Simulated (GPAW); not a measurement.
## Screening of a field by 1T-MnSSe monolayer

Wanted: the out-of-plane polarisability of 1T-MnSSe monolayer.

Main program and level: GPAW 26.7.0; GPAW, PAW setups; layer in a repeated cell with vacuum, relaxation of atoms and in-plane cell, in the first sound run; inputs show where later runs differ.

### Step 1. The starting structure

The cell holds 3 atoms: 1 Se, 1 Mn and 1 S. Cell: a = 3.408 Å, b = 3.408 Å, c = 20.726 Å, α = 90.0°, β = 90.0°, γ = 120.0°. Vacuum lies along c.

### Step 2. Relaxation

The atoms are relaxed first, since the surface dipole, and with it the work function, follows the positions of the outer layers.

Input file run.py:

```python
import json
import numpy as np
from ase import Atoms
from ase.filters import FrechetCellFilter
from ase.optimize import BFGS
from gpaw import GPAW, PW

slab = Atoms(
    ['Se', 'Mn', 'S'],
    positions=[
        [1.70396, 0.98378, 9.00000],
        [0.00000, 0.00000, 10.49483],
        [-0.00000, 1.96757, 11.72598]],
    cell=[[3.40793, 0.0, 0.0], [-1.70396, 2.95135, 0.0], [0.0, 0.0, 20.726]],
    pbc=[True, True, True],
    magmoms=[0.0, 4.0, 0.0])

slab.calc = GPAW(mode=PW(600), xc='PBE', kpts={'size': (9, 9, 1), 'gamma': True},
                 occupations={'name': 'fermi-dirac', 'width': 0.05}, nbands='160%',
                 convergence={'density': 1e-05}, maxiter=200,
                 symmetry={'tolerance': 1e-3}, txt='slab.txt')
result = {}
# The in-plane cell is free; stress needs a cell that repeats along all three vectors
path = []
opt = BFGS(FrechetCellFilter(slab, mask=[1, 1, 0, 0, 0, 1]), maxstep=0.2)
opt.attach(lambda: path.append((slab.get_potential_energy(), slab.positions.tolist(), slab.get_forces().tolist())))
result['relaxed'] = bool(opt.run(fmax=0.02, steps=45))
result['path'] = path
result['cell'] = slab.cell.tolist()
print('in-plane lattice', slab.cell.cellpar().round(4)[[0, 1, 5]])
energy = slab.get_potential_energy()
fermi = slab.calc.get_fermi_level()
v = slab.calc.get_electrostatic_potential().mean((0, 1)) - fermi
n = slab.calc.get_pseudo_density().mean((0, 1))
L = slab.cell[2, 2]
z = np.arange(len(v)) * L / len(v)
low, high = slab.positions[:, 2].min(), slab.positions[:, 2].max()
below, above = np.interp([low - 6.8, high + 6.8], z, v)
slopes = [np.interp(x, z, np.gradient(v, z)) for x in (low - 6.8, high + 6.8)]
eps = np.array([[slab.calc.get_eigenvalues(k, s) for k in range(len(slab.calc.get_ibz_k_points()))]
                for s in range(slab.calc.get_number_of_spins())]) - fermi
top, bottom = eps[eps < 0].max(), eps[eps > 0].min()
dipole = slab.get_dipole_moment()[2]
print(f'energy {energy:.4f} eV, Fermi level {fermi:.4f} eV, dipole {dipole:.5f} e A')
print(f'potential 6.8 A off the faces, from the Fermi level: lower {below:.4f} eV, upper {above:.4f} eV')
print(f'slope of the potential there: lower {slopes[0]:.5f}, upper {slopes[1]:.5f} eV/A')
print(f'nearest levels on the mesh: {top:.4f} and {bottom:.4f} eV')
print('magnetic moment', round(slab.get_magnetic_moment(), 3))
result.update(energy=energy, fermi=fermi, dipole=dipole, below=below, above=above, slopes=slopes, edges=[top, bottom],
              z=z.tolist(), v=v.tolist(), n=n.tolist(), positions=slab.positions.tolist(),
              forces=slab.get_forces(apply_constraint=False).tolist(), moments=slab.get_magnetic_moments().tolist())
json.dump(result, open('result.json', 'w'))
```

On the command line:

```sh
$ OMP_NUM_THREADS=1 OPENBLAS_NUM_THREADS=1 python run.py
```

Output:

```text
Step          Energy          fmax
BFGS:    0      -18.834082        0.285693
BFGS:    1      -18.835916        0.222051
BFGS:    2      -18.838684        0.045571
BFGS:    3      -18.838734        0.035404
BFGS:    4      -18.838850        0.028652
BFGS:    5      -18.838870        0.027943
BFGS:    6      -18.838924        0.035290
BFGS:    7      -18.838977        0.037320
BFGS:    8      -18.839009        0.020137
BFGS:    9      -18.839016        0.004436
in-plane lattice [  3.4019   3.4019 120.    ]
energy -18.8347 eV, Fermi level -2.1282 eV, dipole -0.03660 e A
potential 6.8 A off the faces, from the Fermi level: lower 5.2480 eV, upper 5.3873 eV
slope of the potential there: lower -0.03199, upper -0.03198 eV/A
nearest levels on the mesh: -0.0693 and 0.0124 eV
magnetic moment 2.849
```

Wall time 9 min (1 thread of Arm Neoverse V2, shared host); peak memory 0.46 GiB.

This step gave:

| Quantity | Value |
| --- | --- |
| dipole along the normal | -0.03660 e·Å |
| levels nearest the Fermi level on the mesh | -0.06935, 0.01237 eV from the Fermi level |
| site moments | -0.04449, 2.798, -0.02305 μB |
| sum of the site moments | 2.730 μB |

Table of electrostatic potential energy of an electron (without an applied field's), less the Fermi level, planar mean by z:

```tsv
z (Å)	electrostatic potential energy of an electron (without an applied field's), less the Fermi level, planar mean (eV)
0.0	5.32
0.5	5.30
1.0	5.29
1.5	5.27
2.0	5.25
2.5	5.24
3.0	5.22
3.5	5.21
4.0	5.19
4.5	5.17
5.0	5.16
5.5	5.14
6.0	5.12
6.5	5.08
7.0	4.95
7.5	4.46
8.0	2.30
8.5	-6.24
9.0	-19.1
9.5	-7.44
10.0	-6.12
10.5	-11.2
11.0	-6.96
11.5	-12.5
12.0	-10.9
12.5	1.25
13.0	4.65
13.5	5.35
14.0	5.49
14.5	5.51
15.0	5.50
15.5	5.48
16.0	5.47
16.5	5.45
17.0	5.44
17.5	5.42
18.0	5.40
18.5	5.39
19.0	5.37
19.5	5.36
20.0	5.34
20.5	5.33
```

Table of pseudo valence density, planar mean by z:

z (Å), pseudo valence density, planar mean (e/Å³) and a bar:
```
        5       0.00 
        6       0.00 
        7       0.01 
        8       0.13 ######
        9       0.21 #########
       10       0.65 ############################
       11       0.70 ##############################
       12       0.37 ################
       13       0.05 ##
       14       0.00 
       15       0.00
```

Site moment by atom:

```tsv
atom	site moment (μB)
Se1	-0.04
Mn2	2.80
S3	-0.02
```

The relaxation lowered the energy of the cell by 0.00519 eV (energies extrapolated to zero smearing; the optimiser's log prints free energies). The largest force left on a free atom is 0.0044 eV/Å.

### Step 3. The slab's potential

With the geometry fixed, the planar mean of the potential gives the vacuum level on each side.

This step: GPAW, PAW setups; slab in vacuum (GPAW 26.7.0).

The cell differs from the one that the last finished run ended in (c 20.726 → 20.770 Å).

run.py: that of step 2 with these lines changed.

```diff
@@ -3,4 +3,2 @@
 from ase import Atoms
-from ase.filters import FrechetCellFilter
-from ase.optimize import BFGS
 from gpaw import GPAW, PW
@@ -10,22 +8,15 @@
     positions=[
-        [1.70396, 0.98378, 9.00000],
-        [0.00000, 0.00000, 10.49483],
-        [-0.00000, 1.96757, 11.72598]],
-    cell=[[3.40793, 0.0, 0.0], [-1.70396, 2.95135, 0.0], [0.0, 0.0, 20.726]],
-    pbc=[True, True, True],
+        [1.70096, 0.98205, 9.00000],
+        [0.00000, 0.00000, 10.50464],
+        [0.00000, 1.96411, 11.77035]],
+    cell=[[3.40194, 0.0, 0.0], [-1.70096, 2.94616, 0.0], [0.0, 0.0, 20.7703]],
+    pbc=[True, True, False],
     magmoms=[0.0, 4.0, 0.0])
 
-slab.calc = GPAW(mode=PW(600), xc='PBE', kpts={'size': (9, 9, 1), 'gamma': True},
+slab.calc = GPAW(mode=PW(400), xc='PBE', kpts={'size': (9, 9, 1), 'gamma': True},
                  occupations={'name': 'fermi-dirac', 'width': 0.05}, nbands='160%',
                  convergence={'density': 1e-05}, maxiter=200,
+                 poissonsolver={'dipolelayer': 'xy'},
                  symmetry={'tolerance': 1e-3}, txt='slab.txt')
 result = {}
-# The in-plane cell is free; stress needs a cell that repeats along all three vectors
-path = []
-opt = BFGS(FrechetCellFilter(slab, mask=[1, 1, 0, 0, 0, 1]), maxstep=0.2)
-opt.attach(lambda: path.append((slab.get_potential_energy(), slab.positions.tolist(), slab.get_forces().tolist())))
-result['relaxed'] = bool(opt.run(fmax=0.02, steps=45))
-result['path'] = path
-result['cell'] = slab.cell.tolist()
-print('in-plane lattice', slab.cell.cellpar().round(4)[[0, 1, 5]])
 energy = slab.get_potential_energy()
```

Output:

```text
energy -18.8018 eV, Fermi level -2.1377 eV, dipole -0.02781 e A
potential 6.8 A off the faces, from the Fermi level: lower 5.0688 eV, upper 5.5739 eV
slope of the potential there: lower -0.00001, upper 0.00002 eV/A
nearest levels on the mesh: -0.0691 and 0.0120 eV
magnetic moment 2.849
```

Wall time 39 s (1 thread); peak memory 0.24 GiB.

Numbers from this step:

- dipole along the normal: -0.02781 e·Å
- levels nearest the Fermi level on the mesh: -0.06906, 0.01197 eV from the Fermi level
- upper work function: 5.574 eV
- lower work function: 5.069 eV
- site moments: -0.04427, 2.797, -0.02316 μB
- sum of the site moments: 2.729 μB

Table of electrostatic potential energy of an electron (without an applied field's), less the Fermi level, planar mean by z:

```tsv
z (Å)	electrostatic potential energy of an electron (without an applied field's), less the Fermi level, planar mean (eV)
0.0	5.32
0.5	5.07
1.0	5.07
1.5	5.07
2.0	5.07
2.5	5.07
3.0	5.07
3.5	5.07
4.0	5.07
4.5	5.07
5.0	5.07
5.5	5.07
6.0	5.06
6.5	5.04
7.0	4.93
7.5	4.47
8.0	2.45
8.5	-5.76
9.0	-19.1
9.5	-7.87
10.0	-5.96
10.5	-11.3
11.0	-7.09
11.5	-12.1
12.0	-11.5
12.5	0.986
13.0	4.61
13.5	5.37
14.0	5.53
14.5	5.56
15.0	5.57
15.5	5.57
16.0	5.57
16.5	5.57
17.0	5.57
17.5	5.57
18.0	5.57
18.5	5.57
19.0	5.57
19.5	5.57
20.0	5.57
20.5	5.50
```

Pseudo valence density, planar mean against z:

```tsv
z (Å)	pseudo valence density, planar mean (e/Å³)
5.5	8.6e-5
6.0	3.6e-4
6.5	0.00149
7.0	0.00680
7.5	0.0303
8.0	0.123
8.5	0.330
9.0	0.239
9.5	0.430
10.0	0.646
10.5	1.72
11.0	0.723
11.5	0.453
12.0	0.363
12.5	0.212
13.0	0.0531
13.5	0.0114
14.0	0.00235
14.5	4.8e-4
15.0	1.1e-4
```

The potential is flat to 2.3e-5 eV/Å where it is read, so the vacuum is wide enough.

### Step 4. Field on

A uniform field along the normal polarises the slab; the atoms stay fixed, so this is the electronic response alone.

run.py: that of step 3 with these lines changed.

```diff
@@ -4,2 +4,3 @@
 from gpaw import GPAW, PW
+from gpaw.external import ConstantElectricField
 
@@ -19,2 +20,3 @@
                  poissonsolver={'dipolelayer': 'xy'},
+                 external=ConstantElectricField(-0.2, [0, 0, 1]),
                  symmetry={'tolerance': 1e-3}, txt='slab.txt')
```

Output:

```text
energy -18.8122 eV, Fermi level -2.1302 eV, dipole -0.08276 e A
potential 6.8 A off the faces, from the Fermi level: lower 4.5638 eV, upper 6.0579 eV
slope of the potential there: lower 0.00000, upper 0.00001 eV/A
nearest levels on the mesh: -0.0702 and 0.0138 eV
magnetic moment 2.849
```

Elapsed: 2.3 min, on 1 thread; peak memory 0.35 GiB.

This step gave:

* dipole along the normal: -0.08276 e·Å
* levels nearest the Fermi level on the mesh: -0.07023, 0.01376 eV from the Fermi level
* site moments: -0.04591, 2.798, -0.02242 μB
* potential below the slab, the applied field's own ramp left out: 4.564 eV from the Fermi level
* potential above the slab, the applied field's own ramp left out: 6.058 eV from the Fermi level

Electrostatic potential energy of an electron (without an applied field's), less the Fermi level, planar mean against z:

z (Å), electrostatic potential energy of an electron (without an applied field's), less the Fermi level, planar mean (eV) and a bar from the least value:
```
      0.0        5.3 #############################
      0.5        4.6 ############################
      1.0        4.6 ############################
      1.5        4.6 ############################
      2.0        4.6 ############################
      2.5        4.6 ############################
      3.0        4.6 ############################
      3.5        4.6 ############################
      4.0        4.6 ############################
      4.5        4.6 ############################
      5.0        4.6 ############################
      5.5        4.6 ############################
      6.0        4.6 ############################
      6.5        4.5 ############################
      7.0        4.4 ############################
      7.5        4.0 ############################
      8.0        2.0 #########################
      8.5       -6.1 ################
      9.0      -19.4 
      9.5       -8.0 #############
     10.0       -6.0 ################
     10.5      -11.3 ##########
     11.0       -7.0 ###############
     11.5      -11.8 #########
     12.0      -11.2 ##########
     12.5        1.4 ########################
     13.0        5.1 #############################
     13.5        5.8 ##############################
     14.0        6.0 ##############################
     14.5        6.0 ##############################
     15.0        6.1 ##############################
     15.5        6.1 ##############################
     16.0        6.1 ##############################
     16.5        6.1 ##############################
     17.0        6.1 ##############################
     17.5        6.1 ##############################
     18.0        6.1 ##############################
     18.5        6.1 ##############################
     19.0        6.1 ##############################
     19.5        6.1 ##############################
     20.0        6.1 ##############################
     20.5        5.9 ##############################
```

The dipole is now -0.0828 e Å, against -0.028 in the run without a field.

### Step 5. Field on

run.py: that of step 4 with these lines changed.

```diff
@@ -20,3 +20,3 @@
                  poissonsolver={'dipolelayer': 'xy'},
-                 external=ConstantElectricField(-0.2, [0, 0, 1]),
+                 external=ConstantElectricField(-0.1, [0, 0, 1]),
                  symmetry={'tolerance': 1e-3}, txt='slab.txt')
```

Output:

```text
energy -18.8053 eV, Fermi level -2.1334 eV, dipole -0.05537 e A
potential 6.8 A off the faces, from the Fermi level: lower 4.8155 eV, upper 5.8151 eV
slope of the potential there: lower 0.00000, upper 0.00001 eV/A
nearest levels on the mesh: -0.0696 and 0.0125 eV
magnetic moment 2.849
```

It took 2.2 min on 1 thread; peak memory 0.35 GiB.

This step gave:

* dipole along the normal: -0.05537 e·Å
* levels nearest the Fermi level on the mesh: -0.06956, 0.01247 eV from the Fermi level
* site moments: -0.04510, 2.797, -0.02279 μB
* potential below the slab, the applied field's own ramp left out: 4.815 eV from the Fermi level
* potential above the slab, the applied field's own ramp left out: 5.815 eV from the Fermi level

Electrostatic potential energy of an electron (without an applied field's), less the Fermi level, planar mean against z:

z (Å), electrostatic potential energy of an electron (without an applied field's), less the Fermi level, planar mean (eV) and a bar from the least value:
```
        0        5.3 #############################
        1        4.8 #############################
        2        4.8 #############################
        3        4.8 #############################
        4        4.8 #############################
        5        4.8 #############################
        6        4.8 #############################
        7        4.7 #############################
        8        2.2 ##########################
        9      -19.2 
       10       -6.0 ################
       11       -7.0 ###############
       12      -11.4 #########
       13        4.8 #############################
       14        5.8 ##############################
       15        5.8 ##############################
       16        5.8 ##############################
       17        5.8 ##############################
       18        5.8 ##############################
       19        5.8 ##############################
       20        5.8 ##############################
```

The dipole is now -0.0554 e Å, against -0.028 in the run without a field.

### Step 6. In a field

run.py: that of step 5 with these lines changed.

```diff
@@ -20,3 +20,3 @@
                  poissonsolver={'dipolelayer': 'xy'},
-                 external=ConstantElectricField(-0.1, [0, 0, 1]),
+                 external=ConstantElectricField(-0.05, [0, 0, 1]),
                  symmetry={'tolerance': 1e-3}, txt='slab.txt')
```

Output:

```text
energy -18.8029 eV, Fermi level -2.1353 eV, dipole -0.04168 e A
potential 6.8 A off the faces, from the Fermi level: lower 4.9418 eV, upper 5.6942 eV
slope of the potential there: lower 0.00000, upper 0.00001 eV/A
nearest levels on the mesh: -0.0692 and 0.0118 eV
magnetic moment 2.849
```

The job ended after 2.2 min (1 thread; peak memory 0.35 GiB).

Electrostatic potential energy of an electron (without an applied field's), less the Fermi level, planar mean against z:

z (Å), electrostatic potential energy of an electron (without an applied field's), less the Fermi level, planar mean (eV) and a bar from the least value:
```
      0.0        5.3 ##############################
      0.5        4.9 #############################
      1.0        4.9 #############################
      1.5        4.9 #############################
      2.0        4.9 #############################
      2.5        4.9 #############################
      3.0        4.9 #############################
      3.5        4.9 #############################
      4.0        4.9 #############################
      4.5        4.9 #############################
      5.0        4.9 #############################
      5.5        4.9 #############################
      6.0        4.9 #############################
      6.5        4.9 #############################
      7.0        4.8 #############################
      7.5        4.4 ############################
      8.0        2.3 ##########################
      8.5       -5.8 ################
      9.0      -19.2 
      9.5       -7.9 ##############
     10.0       -6.0 ################
     10.5      -11.3 ##########
     11.0       -7.1 ###############
     11.5      -12.0 #########
     12.0      -11.4 #########
     12.5        1.1 ########################
     13.0        4.7 #############################
     13.5        5.5 ##############################
     14.0        5.6 ##############################
     14.5        5.7 ##############################
     15.0        5.7 ##############################
     15.5        5.7 ##############################
     16.0        5.7 ##############################
     16.5        5.7 ##############################
     17.0        5.7 ##############################
     17.5        5.7 ##############################
     18.0        5.7 ##############################
     18.5        5.7 ##############################
     19.0        5.7 ##############################
     19.5        5.7 ##############################
     20.0        5.7 ##############################
     20.5        5.6 ##############################
```

### Step 7. Field on

run.py: that of step 6 with these lines changed.

```diff
@@ -20,3 +20,3 @@
                  poissonsolver={'dipolelayer': 'xy'},
-                 external=ConstantElectricField(-0.05, [0, 0, 1]),
+                 external=ConstantElectricField(0.05, [0, 0, 1]),
                  symmetry={'tolerance': 1e-3}, txt='slab.txt')
```

Output:

```text
energy -18.8001 eV, Fermi level -2.1399 eV, dipole -0.01428 e A
potential 6.8 A off the faces, from the Fermi level: lower 5.1955 eV, upper 5.4533 eV
slope of the potential there: lower 0.00000, upper 0.00001 eV/A
nearest levels on the mesh: -0.0685 and 0.0105 eV
magnetic moment 2.849
```

Wall time 2.3 min (1 thread); peak memory 0.35 GiB.

Table of electrostatic potential energy of an electron (without an applied field's), less the Fermi level, planar mean by z:

```tsv
z (Å)	electrostatic potential energy of an electron (without an applied field's), less the Fermi level, planar mean (eV)
0.0	5.32
0.5	5.20
1.0	5.20
1.5	5.20
2.0	5.20
2.5	5.20
3.0	5.20
3.5	5.20
4.0	5.20
4.5	5.20
5.0	5.20
5.5	5.19
6.0	5.19
6.5	5.16
7.0	5.06
7.5	4.59
8.0	2.56
8.5	-5.67
9.0	-19.0
9.5	-7.83
10.0	-5.94
10.5	-11.3
11.0	-7.12
11.5	-12.1
12.0	-11.6
12.5	0.887
13.0	4.50
13.5	5.25
14.0	5.41
14.5	5.44
15.0	5.45
15.5	5.45
16.0	5.45
16.5	5.45
17.0	5.45
17.5	5.45
18.0	5.45
18.5	5.45
19.0	5.45
19.5	5.45
20.0	5.45
20.5	5.42
```

(Continued in part 2 of 2.)

[Logs are printed without paths, hosts, clocks, repeated set-up lines and the standing remarks that a program may print on its own settings, such as how far it seeks lower states.]

[Hosts, paths, dates, database ids (printed as entryN), source tags and the programs' standing remarks are cut or masked in the printed files.]
